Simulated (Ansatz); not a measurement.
# From PBE to G0W0: Cs2AgBiBr6 (Fm-3m)

Aim: the quasiparticle gap of Cs2AgBiBr6 (Fm-3m), starting from PBE.

Main program and level: Ansatz 0.2.0; PBE, then G0W0 on it, plane waves, PAW.

In doubt: one-shot GW on d or f shells is unsure (step 3), so the values of those runs are not to be relied on.

## Step 1: Starting point

The structure is cubic, space group Fm-3m (No. 225). The conventional cell has a = 11.232 Å, b = 11.232 Å, c = 11.232 Å, α = 90.00°, β = 90.00°, γ = 90.00°. Nearest to Cs lie 12 Br at 3.97 Å. Ag has 6 Br at 2.80 Å nearest. Nearest to Bi lie 6 Br at 2.81 Å. Nearest to Br lie 1 Ag at 2.80 Å and 1 Bi at 2.81 Å and 4 Cs at 3.97 Å. Farther neighbours and most contacts between anions are not listed.

The cell and positions come from the Crystallography Open Database and are kept as given unless a step says otherwise. Spin-orbit coupling is left out unless a step names it. The default PAW set here is soft_2. Its files were made with PBE.

## Step 2: The PBE band structure

Levels along a band path and on the mesh show where this functional puts the band edges.

This step: DFT, PBE, plane waves, PAW.

File input.yaml:

```yaml
crystal:
  lattice:
    - [0.0, 5.6161, 5.6161]
    - [5.6161, 0.0, 5.6161]
    - [5.6161, 5.6161, 0.0]
  atoms:
    - { symbol: Cs, position: [0.25, 0.25, 0.25] }
    - { symbol: Cs, position: [0.75, 0.75, 0.75] }
    - { symbol: Ag, position: [0.5, 0.5, 0.5] }
    - { symbol: Bi, position: [0.0, 0.0, 0.0] }
    - { symbol: Br, position: [0.25055, 0.74945, 0.25055] }
    - { symbol: Br, position: [0.25055, 0.74945, 0.74945] }
    - { symbol: Br, position: [0.74945, 0.25055, 0.74945] }
    - { symbol: Br, position: [0.74945, 0.25055, 0.25055] }
    - { symbol: Br, position: [0.25055, 0.25055, 0.74945] }
    - { symbol: Br, position: [0.74945, 0.74945, 0.25055] }
kpoints:
  mp_grid: { grid: [4, 4, 4] }
  band_path:
    path:
      - [[0.0, 0.0, 0.0], [0.5, 0.0, 0.5], [0.625, 0.25, 0.625]]
      - [[0.375, 0.375, 0.75], [0.0, 0.0, 0.0], [0.5, 0.5, 0.5], [0.5, 0.25, 0.75], [0.5, 0.0, 0.5]]
    npoints: 10
hamiltonian:
  xc: pbe
scf:
  occupations: { method: fermi_dirac, width: 0.02 }
  n_extra_bands: 7
output:
  eigenvalues: true
  forces: true
  stress: true
  write_density: true
  write_potential: true
  elf: true
  volumetric_format: npy
```

Run with:

```console
ansatz run input.yaml --threads 3 --pin off --max-ram 92160MiB --backend cuda --events-out ev --progress --plain --runs-dir out --devices 1 --max-vram 13GiB  # rebuilt from the run's record
```

Numbers of over 12 decimals in the logs are rounded to 6 here.

What it wrote:

```text
scf.n_extra_bands = 7 over 47 filled bands (N_el = 94.0): the run solves 54 bands
GPUs: using 1 of 1 available (devices: 1).
Engine: ansatz 0.2.0, x86_64-unknown-linux-gnu
Pseudopotentials: kind: paw
Pseudopotential: Cs, paw, valence charge 9, recommended cutoff 420 eV (normal), Cs.paw.azcp
Pseudopotential: Ag, paw, valence charge 19, recommended cutoff 420 eV (normal), Ag.paw.azcp
Pseudopotential: Bi, paw, valence charge 15, recommended cutoff 420 eV (normal), Bi.paw.azcp
Pseudopotential: Br, paw, valence charge 7, recommended cutoff 420 eV (normal), Br.paw.azcp
Functional definition: PBE
  parameter kappa = 0.804
  parameter beta = 0.066725
  exchange = pbe_x(kappa = kappa, mu = beta*pi^2/3)
  correlation = pbe_c(beta = beta)
device memory: the entry about to start is reckoned to put 5.8 GiB on a device that reports 19.0 GiB free (of which the cap on the GPU budget leaves the run 13.0 GiB)
GPU FFT provider: cuFFT
GPU libraries: cuBLAS 13.8.2, cuFFT 12.4.0, cuSOLVER 12.3.4
Crystal: 10 atoms, lattice volume = 354.270 Å³
Basis set: ecut = 420 eV, 6879 PW (Γ), exchange–correlation on 108×108×108 points (8 copies of the dense FFT grid, shifted against one another)
Bands: 54, of which v1, the nominal top of the filled ones, is band 47 counted from 1 (46 counted from 0)
Symmetry: 48 space group operations
Space group: Fm-3m (ITA 225), of the structure as read, at distance tolerance 7.1e-5 Å
k-points: 8 of 64
Non-local potential: Cs, projectors of the file, l = 0: 3, l = 1: 2, l = 2: 2, l = 3: 2
Non-local potential: Ag, projectors of the file, l = 0: 3, l = 1: 2, l = 2: 2, l = 3: 1
Non-local potential: Bi, projectors of the file, l = 0: 2, l = 1: 2, l = 2: 2, l = 3: 2
Non-local potential: Br, projectors of the file, l = 0: 2, l = 1: 2, l = 2: 2
PAW form: soft (Blöchl's): semilocal exchange-correlation on the pseudo side does not see the compensation charge
PAW one-centre angular grid: Cs, 194 points (default); XC on 64 Gauss nodes
PAW one-centre angular grid: Ag, 590 points (default); XC on 64 Gauss nodes
PAW one-centre angular grid: Bi, 590 points (default); XC on 64 Gauss nodes
PAW one-centre angular grid: Br, 110 points (default); XC on 64 Gauss nodes
Initial density: superposition of atomic densities (neutral atoms: chi_scale 0, normalization atom), corrected by the library's trained network
Initial wavefunctions: pseudopotential atomic-orbital guess
GPU buffer pool allocated for 157464 grid points (all kernels)
GPU transforms: local potential and band sums: pruned to the plane-wave sphere, on 54×54×54
Functional: x = pbe(κ = 0.804, μ = 0.219515), c = pbe(β = 0.066725)
SCF iter   1: F=—  HF=-48039.029596 eV  |F-HF|=—  |Δ(HF+E_count)|=         —  Δρ=7.43e-4  dr2=1.58e-3  ethr=1.77e-3  ⟨swp⟩=12.2  Hψ=2194  notcnv=0
preconditioner: auto → Resta (q_TF=auto, 2.187 Å⁻¹)  ε∞=4.0  [insulator: Δε(μ)=1.245 eV  Ē_g=9.725 eV  σ=0.020 eV  W_gap=1.00  n_scr=58 (ndim 8)  ℏωp=16.7 eV  f_vac=0.040  D(μ)=0.00/eV (n_scr^D=0)  ε∞_Penn≈4.0]
SCF iter   2: F=—  HF=-48039.034359 eV  |F-HF|=—  |Δ(HF+E_count)|=   4.76e-3  Δρ=3.73e-4  dr2=6.15e-4  ethr=1.68e-6  ⟨swp⟩=3.1  Hψ=1227  notcnv=0  defer=18
SCF iter   3: F=—  HF=-48039.034544 eV  |F-HF|=—  |Δ(HF+E_count)|=   1.85e-4  Δρ=1.09e-4  dr2=6.33e-5  ethr=6.54e-7  ⟨swp⟩=2.0  Hψ=667  notcnv=0  defer=18
SCF iter   4: F=—  HF=-48039.035017 eV  |F-HF|=—  |Δ(HF+E_count)|=   4.73e-4  Δρ=4.75e-5  dr2=7.57e-6  ethr=6.74e-8  ⟨swp⟩=2.0  Hψ=601  notcnv=0  defer=18
SCF iter   5: F=—  HF=-48039.035026 eV  |F-HF|=—  |Δ(HF+E_count)|=   8.66e-6  Δρ=2.10e-5  dr2=1.95e-6  ethr=8.06e-9  ⟨swp⟩=2.0  Hψ=778  notcnv=0  defer=18
SCF iter   6: F=—  HF=-48039.035027 eV  |F-HF|=—  |Δ(HF+E_count)|=   1.03e-6  Δρ=4.74e-6  dr2=1.24e-7  ethr=2.07e-9  ⟨swp⟩=2.0  Hψ=778  notcnv=0  defer=18
SCF iter   7: F=-48039.035027 eV  HF=-48039.035027 eV  |F-HF|=2.29e-8  |Δ(HF+E_count)|=   1.88e-7  Δρ=1.43e-6  dr2=1.12e-8  ethr=1.06e-10  ⟨swp⟩=18.1  Hψ=3803  notcnv=0
SCF 1 converged in 7 iterations: F = -48039.035027 eV  dr2 = 1.12e-8
  greatest PAW one-centre occupation: 1.000 electrons in one spin orbital (limit 2), on the Ag atom at site 2 (counted from 0), in its partial waves of l = 0
device memory: the entry about to start is reckoned to put 4.5 GiB on a device that reports 19.0 GiB free (of which the cap on the GPU budget leaves the run 13.0 GiB)
NSCF: frozen V_eff on 62 k-points
SCF converged after 7 iterations
Free energy (F): -48039.035027 eV
Harris-Foulkes:  -48039.035027 eV  (|F-HF|=2.29e-8)
Internal energy: -48039.035027 eV  (E = F + TS)
E sigma→0 (E₀):  -48039.035027 eV
Fermi energy:    5.079957 eV
--- Per-component energies (eV) ---
  E_band       = -798.367490
  E_kinetic    = 1916.265845
  E_local      = -8312.160606  (includes V_loc(G=0)·N_el)
  E_nonlocal   = 1128.610710
  E_hartree    = 3268.066267
  E_xc         = -2272.959350
  E_vxc        = -1254.565539  (∫ρ·V_xc dr)
  E_paw        = -38180.889451  (= ΣΔE_a)
  E_vpaw       = -812.646755  (= ΣTr[D̂ρ^β])
  E_aug_tail   = -0.000082  (compensation charges beyond the density's cutoff)
  E_ewald      = -5585.968359
  E_smearing   = -0.000000  (= −TS)
  E_closure    = 0.000000  (closes the sum)
  Σ components = -48039.035027   (vs F -48039.035027, Δ=0.00e0)
--- Forces (eV/Å), atoms counted from 1 ---
  atom   1  Cs     0.00000000     0.00000000     0.00000000
  atom   2  Cs     0.00000000    -0.00000000    -0.00000000
  atom   3  Ag     0.00000000    -0.00000000    -0.00000000
  atom   4  Bi    -0.00000000    -0.00000000     0.00000000
  atom   5  Br     0.00000000     0.29037071    -0.00000000
  atom   6  Br    -0.29037071     0.00000000    -0.00000000
  atom   7  Br    -0.00000000    -0.29037071    -0.00000000
  atom   8  Br     0.29037071    -0.00000000    -0.00000000
  atom   9  Br    -0.00000000    -0.00000000     0.29037071
  atom  10  Br    -0.00000000     0.00000000    -0.29037071
  max |Σ_I F_I| component: 2.22e-16 eV/Å
--- Stress (GPa, compression-positive) ---
        1.865047      -0.000000       0.000000
       -0.000000       1.865047      -0.000000
       -0.000000      -0.000000       1.865047
  P = ⅓ Tr σ = 1.8650 GPa (18.650 kbar)
--- Band table (eV; the first three rows and the last of 8) ---
  k-point 0: bands = [... 43 lower, 3.2020, 3.2020, 3.7514, 3.7514, 6.7616, 6.7616, 6.7616, 8.0544, ... 3 higher]
  k-point 1: bands = [... 43 lower, 2.9206, 3.1017, 3.3644, 3.3644, 6.2342, 7.4551, 7.4551, 8.6164, ... 3 higher]
  k-point 2: bands = [... 43 lower, 2.9037, 3.0616, 3.1647, 3.1647, 5.7145, 8.1643, 8.1643, 9.3675, ... 3 higher]
  k-point 7: bands = [... 43 lower, 2.9531, 2.9531, 3.1543, 4.3489, 7.0822, 7.4749, 7.4749, 9.7354, ... 3 higher]
```

The job ended after 6.5 s (1 × NVIDIA H100 80GB HBM3 (shared by 6 runs) with 3 threads of AMD EPYC 7R13 (Zen 3), shared host; peak memory 1.1 GiB).

Reading the cycles: dr2 is the Hartree energy of the density residual (eV), the measure of convergence; HF is the Harris–Foulkes estimate of the energy, which meets the free energy F at convergence.

This step gave:

```
pressure             : 1.865 GPa
filled bands         : 47
gap                  : 1.264 eV
valence top at       : X
conduction bottom at : L
least direct gap     : 2.343 eV
```

Over mesh and path the gap is 1.264 eV, from k = (0.500, 0.000, 0.500) to k = (0.500, 0.500, 0.500). The least direct gap found is 2.343 eV, at k = (0.500, 0.400, 0.600).

The electronic bands at the labelled points (eV, zero at the top of the highest nominally filled band):

| point | band 44 | band 45 | band 46 | band 47 | band 48 | band 49 | band 50 | band 51 |
| --- | --- | --- | --- | --- | --- | --- | --- | --- |
| Γ | -1.25 | -1.25 | -0.70 | -0.70 | 2.31 | 2.31 | 2.31 | 3.60 |
| halfway | -1.54 | -1.26 | -1.04 | -0.70 | 2.59 | 2.59 | 2.71 | 4.36 |
| X | -1.58 | -1.27 | -0.71 | 0.00 | 2.82 | 2.82 | 3.19 | 4.35 |
| halfway | -1.58 | -1.30 | -0.82 | -0.05 | 2.64 | 2.97 | 3.17 | 4.59 |
| U | -1.57 | -1.42 | -1.04 | -0.21 | 2.32 | 3.10 | 3.32 | 5.09 |
| jump to K | -1.57 | -1.42 | -1.04 | -0.21 | 2.32 | 3.10 | 3.32 | 5.09 |
| halfway | -1.50 | -1.37 | -1.28 | -0.98 | 2.02 | 2.64 | 3.42 | 4.41 |
| Γ | -1.25 | -1.25 | -0.70 | -0.70 | 2.31 | 2.31 | 2.31 | 3.60 |
| halfway | -1.53 | -1.35 | -1.09 | -1.09 | 1.78 | 3.00 | 3.00 | 4.17 |
| L | -1.55 | -1.39 | -1.29 | -1.29 | 1.26 | 3.71 | 3.71 | 4.92 |
| halfway | -1.55 | -1.51 | -1.26 | -0.57 | 1.78 | 3.38 | 3.56 | 5.25 |
| W | -1.50 | -1.50 | -1.30 | -0.10 | 2.63 | 3.02 | 3.02 | 5.28 |
| halfway | -1.58 | -1.34 | -0.94 | -0.06 | 2.71 | 2.88 | 3.15 | 4.79 |
| X | -1.58 | -1.27 | -0.71 | 0.00 | 2.82 | 2.82 | 3.19 | 4.35 |

ELF in the ac plane of the conventional cell at fractional y = 0.000, with atoms of Ag and Bi and Br within 0.2 Å of it. It is the smooth field of the valence electrons, not physical close to the nuclei.

Ten even steps from '0' (0.00) to '9' (0.87), each cell a mean:
```
13434873259622577641388326963442
44323799998411344321279999852344
33211368985101122110137898521133
77531023421014677653102342102467
68974100000269976897410000026897
04997200001589810499720000158981
16996200000489831699620000048983
89862001100147888986200110014798
54310136642013455532013664201244
22101589996312334321158999630112
54213798788523443442479879951245
87414871048634312243587104862358
76413883269634421343487325962257
43212799998523444432379999841134
21101378985211333321136898510112
76531023421024677753102342101467
68974100000268976897410000026997
04997200001589810499720000158981
16996200000489831699620000048983
89862001100147988986200110014788
55320136642012445431013664201345
43211589996301122210158999631233
34424798799512455421379878852344
22435871048623588741487104863431
```
Columns run along a (11.2 Å), rows up along c (11.2 Å), edges of the conventional cell, whose origin can differ from the input's. Atoms in or near the plane, at fractional coordinates: Ag at (0.50, 0.00), Ag at (0.00, 0.50), Bi at (0.00, 0.00), Bi at (0.50, 0.50), Br at (0.75, 0.00), Br at (0.25, 0.50), Br at (0.25, 0.00), Br at (0.75, 0.50), Br at (0.00, 0.25), Br at (0.50, 0.75), Br at (0.50, 0.25), Br at (0.00, 0.75).

Valence density in the ac plane of the conventional cell at fractional y = 0.000, with atoms of Ag and Bi and Br within 0.2 Å of it. It is the smooth field of the valence electrons, not physical close to the nuclei.

Ten steps, logarithmic in the rise over the least value, from '0' (0 e/Å³) to '9' (17 e/Å³), each cell a mean:
```
77422343343213699852134334322367
54211233432111356421123343211235
22100011211000122110001121100112
32110000000001222210000000000122
44310000000012344431000000001234
24421000000013432442100000001343
34320000000013433432000000001343
33210000000012334321000000000233
21100000000001122210000000000112
32100122221101233211012222100112
76311234443212466531123444311257
98522343233223678752234323321379
98521343343223677742234334321369
64211233432112355421123343211135
21100011211001122210001121100012
22100000000001223211000000000122
44310000000012344431000000001234
24421000000013432442100000001343
34320000000013433432000000001343
43210000000002333321000000001233
22100000000001122110000000000112
32110122221001123210012222110123
65311234443112577631123444321246
87522343233213799852234323322367
```
Columns run along a (11.2 Å), rows up along c (11.2 Å), edges of the conventional cell, whose origin can differ from the input's. Atoms in or near the plane, at fractional coordinates: Ag at (0.50, 0.00), Ag at (0.00, 0.50), Bi at (0.00, 0.00), Bi at (0.50, 0.50), Br at (0.75, 0.00), Br at (0.25, 0.50), Br at (0.25, 0.00), Br at (0.75, 0.50), Br at (0.00, 0.25), Br at (0.50, 0.75), Br at (0.50, 0.25), Br at (0.00, 0.75).

## Step 3: The quasiparticle correction

G0W0 replaces the xc potential by a self-energy built once from the orbitals of the start. Levels are corrected in the window of bands that the input names, at points of the mesh.

This step: G0W0 on PBE, plane waves, PAW.

input.yaml, the sections that differ from step 2:

```yaml
kpoints:
  mp_grid: { grid: [2, 2, 2] }
scf:
  occupations: { method: fixed }
gw:
  n_empty_bands: 1057
  ecut_chi: 120.0
  qp_bands: [v3, c3]
  qp_kpoints: band_edges
  screening: { model: contour_deformation }
# crystal, hamiltonian: as in step 2
# output: removed
```

What it wrote:

```text
GPUs: using 1 of 1 available (devices: 1).
[...]
GPU FFT provider: cuFFT
GPU libraries: cuBLAS 13.8.2, cuFFT 12.4.0, cuSOLVER 12.3.4
Crystal: 10 atoms, lattice volume = 354.270 Å³
Basis set: ecut = 420 eV, 6879 PW (Γ)
Bands: 57, of which v1, the nominal top of the filled ones, is band 47 counted from 1 (46 counted from 0)
Symmetry: 48 space group operations
[...]
k-points: 3 of 8
[...]
GPU buffer pool allocated for 157464 grid points (all kernels)
[...]
SCF iter   1: F=—  HF=-48038.825932 eV  |F-HF|=—  |Δ(HF+E_count)|=         —  Δρ=6.39e-4  dr2=2.60e-3  ethr=1.77e-3  ⟨swp⟩=5.3  Hψ=594  notcnv=0  defer=21
[...]
SCF iter   6: F=-48038.831664 eV  HF=-48038.831664 eV  |F-HF|=6.40e-9  |Δ(HF+E_count)|=   8.56e-7  Δρ=3.03e-6  dr2=4.31e-8  ethr=1.06e-10  ⟨swp⟩=17.7  Hψ=938  notcnv=0
SCF 1 converged in 6 iterations: F = -48038.831664 eV  dr2 = 4.31e-8
[...]
NSCF: frozen V_eff on 3 k-points
the band table was solved once the SCF had ended and its energy, with any forces and stress, was formed, with the checks that follow a solve (738 applications of the Hamiltonian). They found nothing against the state; the energy, forces and stress were not computed again (output.eigenvalues in the input reference)
[...]
G₀W₀ screening: q 1/3
[... further progress lines ...]
[...]
SCF converged after 6 iterations
Free energy (F): -48038.831664 eV
[...]
Internal energy: -48038.831664 eV  (E = F + TS)
E sigma→0 (E₀):  -48038.831664 eV
Fermi energy:    4.467299 eV
[...]
--- Band table (eV) ---
  k-point 0: bands = [... 43 lower, 3.2209, 3.2209, 3.7748, 3.7748, 6.7482, 6.7482, 6.7482, 8.0610, ... 6 higher]
  k-point 1: bands = [... 43 lower, 2.9219, 3.0703, 3.1829, 3.1829, 5.7010, 8.1537, 8.1537, 9.3734, ... 6 higher]
  k-point 2: bands = [... 43 lower, 2.8871, 3.2041, 3.7690, 4.4673, 7.2559, 7.2559, 7.6269, 8.8064, ... 6 higher]
--- G₀W₀: contour deformation, 7 samples at zero and on the imaginary axis and 2 off it, 8 q-points, 1057 empty bands' worth ---
  eigenvalues of the whole cell's RPA ε∞ on this k-mesh (on a slab, of 1 + 4πα/V) = 5.8051, 5.8051, 5.8051; static W/v taken at q = 0 is 0.172264
  gw.qp_kpoints: band_edges: 3 of 3 stored k-points solved, in 1 pass; an edge of the gap read off the rows below is read off those points alone
    ik  band        ε_KS         Σx   Σc(E_QP)       V_xc       Z   E_QP_lin       E_QP  E_QP is
     0    45      3.2209   -19.8580     2.7246   -16.0215  0.7435     2.0734     2.1091  root
     0    46      3.7748   -26.6134     3.2267   -22.6073  0.7400     2.9800     2.9955  root
     0    47      3.7748   -26.6134     3.2267   -22.6073  0.7400     2.9800     2.9955  root
     0    48      6.7482    -9.4779    -3.5191   -13.3134  0.7779     7.0665     7.0646  root
     0    49      6.7482    -9.4779    -3.5191   -13.3134  0.7779     7.0665     7.0646  root
     0    50      6.7482    -9.4779    -3.5191   -13.3134  0.7779     7.0665     7.0646  root
     1    45      3.0703   -18.7968     1.7414   -16.2431  0.7524     2.2411     2.2579  root
     1    46      3.1829   -23.2056     3.1310   -19.1260  0.7392     2.2056     2.2343  root
     1    47      3.1829   -23.2056     3.1310   -19.1260  0.7392     2.2056     2.2343  root
     1    48      5.7010    -9.8247    -3.5416   -13.6712  0.7815     6.0074     6.0059  root
     1    49      8.1537   -12.4926    -3.5598   -16.4888  0.7300     8.5391     8.5901  root
     1    50      8.1537   -12.4926    -3.5598   -16.4888  0.7300     8.5391     8.5901  root
     2    45      3.2041   -19.7988     2.7190   -15.9683  0.7435     2.0566     2.0926  root
     2    46      3.7690   -26.6210     3.2336   -22.6078  0.7396     2.9737     2.9894  root
     2    47      4.4673   -24.3395     2.2863   -21.3670  0.7549     3.7712     3.7810  root
     2    48      7.2559   -10.3862    -3.6214   -14.3640  0.7676     7.6151     7.6122  root
     2    49      7.2559   -10.3862    -3.6214   -14.3640  0.7676     7.6151     7.6122  root
     2    50      7.6269   -10.8628    -3.7294   -14.9798  0.7589     8.0185     8.0144  root
```

The job ended after 13 s (1 × NVIDIA H100 80GB HBM3 (shared by 6 runs) with 3 threads; peak memory 2.3 GiB).

This step gave:

```yaml
bands_summed: 1104
rpa_eps_infinity_on_this_mesh_eigenvalues: 5.805, 5.805, 5.805
plane_waves_in_the_screening_matrix: 1067
q_points_in_the_mesh: 8
g0w0_gap_over_the_corrected_points: 2.225 eV
k_of_the_valence_top: 0, -0.5, -0.5
k_of_the_conduction_bottom: 0, 0, -0.5
starting_gap_on_the_mesh: 1.234 eV
z_at_the_valence_top: 0.7549
z_at_the_conduction_bottom: 0.7815
least_direct_g0w0_gap_over_the_corrected_points: 3.748 eV
```

Over all 3 irreducible mesh points the G0W0 gap is 2.225 eV, from k = (0.000, -0.500, -0.500) to k = (0.000, 0.000, -0.500). The PBE gap of this run on the mesh is 1.234 eV. The two states that bound the G0W0 gap lie that far apart at the start, so the correction of the gap is 2.225 − 1.234 = +0.991 eV. The start of this run differs from the step before in mesh (4×4×4 and 2×2×2).

Labels follow the order of the start: v1 is the top filled band, c1 the lowest empty one; levels that stay degenerate share a row, the window can cut a multiplet, doubted levels are not marked in this list, bands outside the window were not corrected, and the list may be a part of the corrected levels. The levels before and after the correction (eV, zero at the valence-band top of each column):

|  | conduction bottom | valence top |
| --- | --- | --- |
| Kohn-Sham | 1.23 | 0.00 |
| G0W0 | 2.22 | 0.00 |

|  | level | occupation | energy (eV) |
| --- | --- | --- | --- |
| Kohn-Sham | (0 0 -0.5) v3 | 2 | -1.397 |
| Kohn-Sham | (0 0 -0.5) v2-v1 | 2 | -1.284 |
| Kohn-Sham | (0 0 -0.5) c1 | 0 | 1.234 |
| Kohn-Sham | (0 0 -0.5) c2-c3 | 0 | 3.686 |
| Kohn-Sham | (0 -0.5 -0.5) v3 | 2 | -1.263 |
| Kohn-Sham | (0 -0.5 -0.5) v2 | 2 | -0.698 |
| Kohn-Sham | (0 -0.5 -0.5) v1 | 2 | 0.000 |
| Kohn-Sham | (0 -0.5 -0.5) c1-c2 | 0 | 2.789 |
| Kohn-Sham | (0 -0.5 -0.5) c3 | 0 | 3.160 |
| G0W0 | (0 0 -0.5) v3 | 2 | -1.523 |
| G0W0 | (0 0 -0.5) v2-v1 | 2 | -1.547 |
| G0W0 | (0 0 -0.5) c1 | 0 | 2.225 |
| G0W0 | (0 0 -0.5) c2-c3 | 0 | 4.809 |
| G0W0 | (0 -0.5 -0.5) v3 | 2 | -1.688 |
| G0W0 | (0 -0.5 -0.5) v2 | 2 | -0.792 |
| G0W0 | (0 -0.5 -0.5) v1 | 2 | 0.000 |
| G0W0 | (0 -0.5 -0.5) c1-c2 | 0 | 3.831 |
| G0W0 | (0 -0.5 -0.5) c3 | 0 | 4.233 |

The parts of the quasiparticle energy for the two states that bound the G0W0 gap, in eV on the run's own scale (QP = start + Σx + Σc − Vxc, with Σc at the quasiparticle energy):

| edge | k | band | start | Σx | Σc | Vxc | Z | QP |
| --- | --- | --- | --- | --- | --- | --- | --- | --- |
| valence top | (0.000, -0.500, -0.500) | 47 | 4.467 | −24.340 | 2.286 | −21.367 | 0.755 | 3.781 |
| conduction bottom | (0.000, 0.000, -0.500) | 48 | 5.701 | −9.825 | −3.542 | −13.671 | 0.781 | 6.006 |

(Part 1 of 2 ends here.)

[Paths, hosts, dates, memory and timing lines, banners, echoed tables and standing remarks are left out of the program output.]

[Logs are printed without paths, hosts, clocks, repeated set-up lines and the standing remarks that a program may print on its own settings, such as how far it seeks lower states.]

[Runs of the session that timed out or met a known fault of the program may be left out.]

[Cells called generated may have been cut or substituted from an entry of the Crystallography Open Database or the Materials Project.]

[Hosts, paths, dates, database ids (printed as entryN), source tags and the programs' standing remarks are cut or masked in the printed files.]

[Where an RPA ε∞ is given, it is that of the G0W0 mesh and is not shown converged in it. Names of k-points follow the symmetry that the program found, which can be lower than the space group named. Band edges on a path are those of the sampled points; other points can move an edge, and change direct to indirect where valleys lie close.]

[Hybrid gaps are those of their k-mesh and are not shown converged in it.]
